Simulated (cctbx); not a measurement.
## From intensities to atoms

Cell a = 9.1600 Å, b = 9.0590 Å, c = 6.3840 Å, α = 90.00°, β = 90.00°, γ = 90.00°; space group Pnma (no. 62); content Ir4 Eu8 Sr4.

The data are simulated with cctbx, not measured: synchrotron X-rays, λ = 0.6889 Å, to d = 0.84 Å, 80 % of the full sphere, strongest reflection 70000 counts, noise from counting, a 3 % proportional error and a noise floor of 2 counts (s.d.); no absorption.

2 earlier starts (other random phases, and plain and normalised amplitudes in turn) led nowhere (symmetry correlation 0.81 and 0.75).

Charge flipping in P1 on plain amplitudes to 0.84 Å, δ = 1.1 σ, 20 % of the reflections treated as weak, 300 cycles:

```text
cycle      R  skewness
    0  0.600     0.15
   25  0.287     4.82
   50  0.263     4.52
   75  0.266     4.55
  100  0.261     4.47
  125  0.262     4.48
  150  0.272     4.49
  175  0.255     4.34
  200  0.270     4.39
  225  0.254     4.38
  250  0.260     4.48
  275  0.246     4.35
origin shift          correlation  skewness
 0.366  0.437  0.153      0.801      2.74
 0.378  0.221  0.152      0.784      2.08
 0.388  0.237  0.344      0.760      1.28
 0.093  0.240  0.034      0.767      1.15
taken: symmetry correlation 0.801, skewness 2.74
peak      x       y       z  mult  height/sigma
Q1    0.1263  0.7500  0.6245    4     11.5
Q2    0.1783  0.0498  0.4006    8      8.2
Q3    0.0357  0.2500  0.8890    4      4.6
Q4    0.1209  0.0490  0.0144    8      3.8
Q5    0.0814  0.7500  0.2485    4      3.4
Q6    0.0303  0.2500  0.3701    4      2.8
Q7    0.0726  0.1644  0.5527    8      2.8
Q8    0.0847  0.1636  0.2463    8      2.8
```

The origin is taken among those within 0.04 of the best correlation, by the skewness of the map.

Run time: 0.64 s on 1 thread of Arm Neoverse N1, on a shared host, peak memory 0.08 GiB.

**Question.** Which peaks are atoms, and which elements?

Heights go roughly as Z and multiplicities must add up to the content. First model: Q1 = Ir1 (4 in the cell, height 11.5), Q2 = Eu1 (8 in the cell, height 8.2) and Q3 = Sr1 (4 in the cell, height 4.6). Against the true structure, Q1 is Ir, Q2 is Eu and Q3 is Sr; the other peaks are not atoms.

Least squares on F², isotropic:

```text
Rint 0.023, 502 unique reflections to 0.84 A
cycle     R1     wR2    GooF  max shift (A)
   1  0.2841  0.6713  36.234   0.09621
   3  0.0170  0.0552   2.979   0.00000
final R1 0.0170 wR2 0.0552 GooF 2.979  parameters 10  data/parameter 50.2
atom        x        y        z      Ueq    occ   su(xyz)  su(Uiso or U11)
Ir1    0.12356  0.75000  0.62023   0.0099  1.000  0.00006  0.0002
Eu1    0.17386  0.04854  0.40043   0.0102  1.000  0.00006  0.0002
Sr1    0.03368  0.25000  0.90378   0.0110  1.000  0.00013  0.0002
difference map: max 2.56 min -1.56 rms 0.26
Q1    0.1306  0.0113  0.4111    8    2.72  0.52 A from Eu1
Q2    0.2152  0.0867  0.3847    8    2.60  0.52 A from Eu1
Q3    0.1755  0.7500  0.6619    4    1.93  0.54 A from Ir1
Q4    0.0714  0.7500  0.5946    4    1.72  0.50 A from Ir1
Q5    0.0905  0.2500  0.9109    4    1.17  0.52 A from Sr1
```

Anisotropic refinement:

```text
Rint 0.023, 502 unique reflections to 0.84 A
cycle     R1     wR2    GooF  max shift (A)
   1  0.0170  0.0552   3.013   0.00116
   2  0.0071  0.0179   0.976   0.00000
final R1 0.0071 wR2 0.0179 GooF 0.976  parameters 21  data/parameter 23.9
atom        x        y        z      Ueq    occ   su(xyz)  su(Uiso or U11)
Ir1    0.12358  0.75000  0.62020   0.0098  1.000  0.00002  0.0001
Eu1    0.17390  0.04851  0.40041   0.0102  1.000  0.00002  0.0001
Sr1    0.03376  0.25000  0.90392   0.0110  1.000  0.00004  0.0002
difference map: max 0.40 min -0.53 rms 0.12
Q1    0.0251  0.7500  0.7061    4    0.41  1.06 A from Ir1
Q2    0.0368  0.2007  0.6113    8    0.40  1.92 A from Sr1
Q3    0.1508  0.5858  0.1236    8    0.40  2.16 A from Eu1
Q4    0.0370  0.2500  0.1893    4    0.38  1.82 A from Sr1
Q5    0.0956  0.0119  0.3945    8    0.36  0.79 A from Eu1
Q6    0.1409  0.6878  0.8523    8    0.36  1.59 A from Ir1
```

**Reading.** The refinement ends at R1 = 0.0071, wR2 = 0.0179, GooF = 0.98, with difference density between -0.53 and 0.40 e/Å³. Every site matches the true model in element, within 0.001 Å r.m.s., up to an allowed shift of origin.

True model:

```csv
atom,mult.,x,y,z,Ueq (Å²)
Ir1,4,0.6236,3/4,0.1202,0.0098
Eu1,8,0.1739,0.0485,0.5996,0.0102
Sr1,4,0.9662,3/4,0.9039,0.0109
```

The model was made for the exercise: a known structure type with other elements put in, its volume estimated, not relaxed; displacement parameters are assumed.

[Middle refinement cycles are left out of these outputs.]

[Logs are printed without paths, hosts, clocks, repeated set-up lines and the standing remarks that a program may print on its own settings, such as how far it seeks lower states.]
